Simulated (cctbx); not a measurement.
# Diagnosing a refinement

Cell a = 7.5240 Å, b = 7.5240 Å, c = 4.9080 Å, α = 90.00°, β = 90.00°, γ = 120.00°; space group P6_3mc (no. 186).

The data are simulated with cctbx, not measured: Ag Kα, λ = 0.56087 Å, to d = 0.6 Å, 95 % of the full sphere, strongest reflection 40000 counts, noise from counting, a 3 % proportional error and a noise floor of 8 counts (s.d.); no absorption.

An anisotropic refinement with weights 1/σ² prints:

```text
Rint 0.028, 460 unique reflections to 0.60 A
cycle     R1     wR2    GooF  max shift (A)
   1  0.0430  0.1236   7.583   0.00244
   2  0.0393  0.1110   6.810   0.00000
final R1 0.0393 wR2 0.1110 GooF 6.810  parameters 15  data/parameter 30.7
atom        x        y        z      Ueq    occ   su(xyz)  su(Uiso or U11)
Tc1    0.66667  0.33333  0.58245   0.0096  1.000  0.00028  0.0004
Tc2    0.87873  0.75747  0.74604   0.0055  1.000  0.00019  0.0003
Tc3    0.44950  0.89901  0.54808   0.0050  1.000  0.00022  0.0003
difference map: max 12.26 min -1.96 rms 0.73
Q1    0.1914  0.3829  0.8373    6   12.90  2.20 A from Tc2
Q2    0.1994  0.3988  0.9601    6    3.18  1.73 A from Tc2
Q3    0.1909  0.3818  0.6557    6    3.10  1.79 A from Tc3
Q4    0.1898  0.3795  0.2610    6    3.10  0.90 A from Tc2
Q5    0.0000  0.0000  0.4745    2    2.40  1.94 A from Tc2
Q6    0.3333  0.6667  0.1206    2    2.20  0.19 A from Tc1
```

**Question.** Can this result stand? If not, what is the likely fault?

Mend it. The fault: an atom left out, C at (0.1921, 0.3843, 0.8413). Against the right model at the same level, R1 goes from 0.0070 to 0.0393 and GooF from 0.98 to 6.81 and the top difference peak, 12.9 e/Å³, lies 2.20 Å from Tc2. Q1 is the missing atom. With scattering power missing, scale and phases suffer, so peaks may also grow on the heavy atoms.

The compound is Tc7C3. The right model at the same level gives:

```text
Rint 0.028, 460 unique reflections to 0.60 A
cycle     R1     wR2    GooF  max shift (A)
   1  0.0169  0.0495   3.060   0.00815
   2  0.0070  0.0158   0.977   0.00010
final R1 0.0070 wR2 0.0158 GooF 0.977  parameters 21  data/parameter 21.9
atom        x        y        z      Ueq    occ   su(xyz)  su(Uiso or U11)
Tc1    0.66667  0.33333  0.58290   0.0099  1.000  0.00004  0.0001
Tc2    0.87870  0.75740  0.74606   0.0062  1.000  0.00003  0.0000
Tc3    0.44949  0.89897  0.54761   0.0055  1.000  0.00003  0.0000
C1     0.19192  0.38384  0.83866   0.0115  1.000  0.00046  0.0004
Flack x: -0.01(3)
Hooft y: -0.005(27)  Bijvoet pairs: 208
difference map: max 0.44 min -0.54 rms 0.10
Q1    0.0474  0.0948  0.1896    6    0.45  1.00 A from Tc2
Q2    0.0818  0.4474  0.7224   12    0.41  1.12 A from Tc3
Q3    0.0941  0.5471  0.8233    6    0.36  1.35 A from Tc3
Q4    0.0826  0.1652  0.0413    6    0.35  1.12 A from Tc2
Q5    0.1863  0.3725  0.5507    6    0.34  1.42 A from C1
Q6    0.1065  0.3499  0.0813   12    0.31  1.19 A from Tc2
```

The model is made up (kin elements in a known structure type, no relaxation), so it says nothing on whether the phase exists.

[Middle refinement cycles are left out of these outputs.]

[Logs are printed without paths, hosts, clocks, repeated set-up lines and the standing remarks that a program may print on its own settings, such as how far it seeks lower states.]
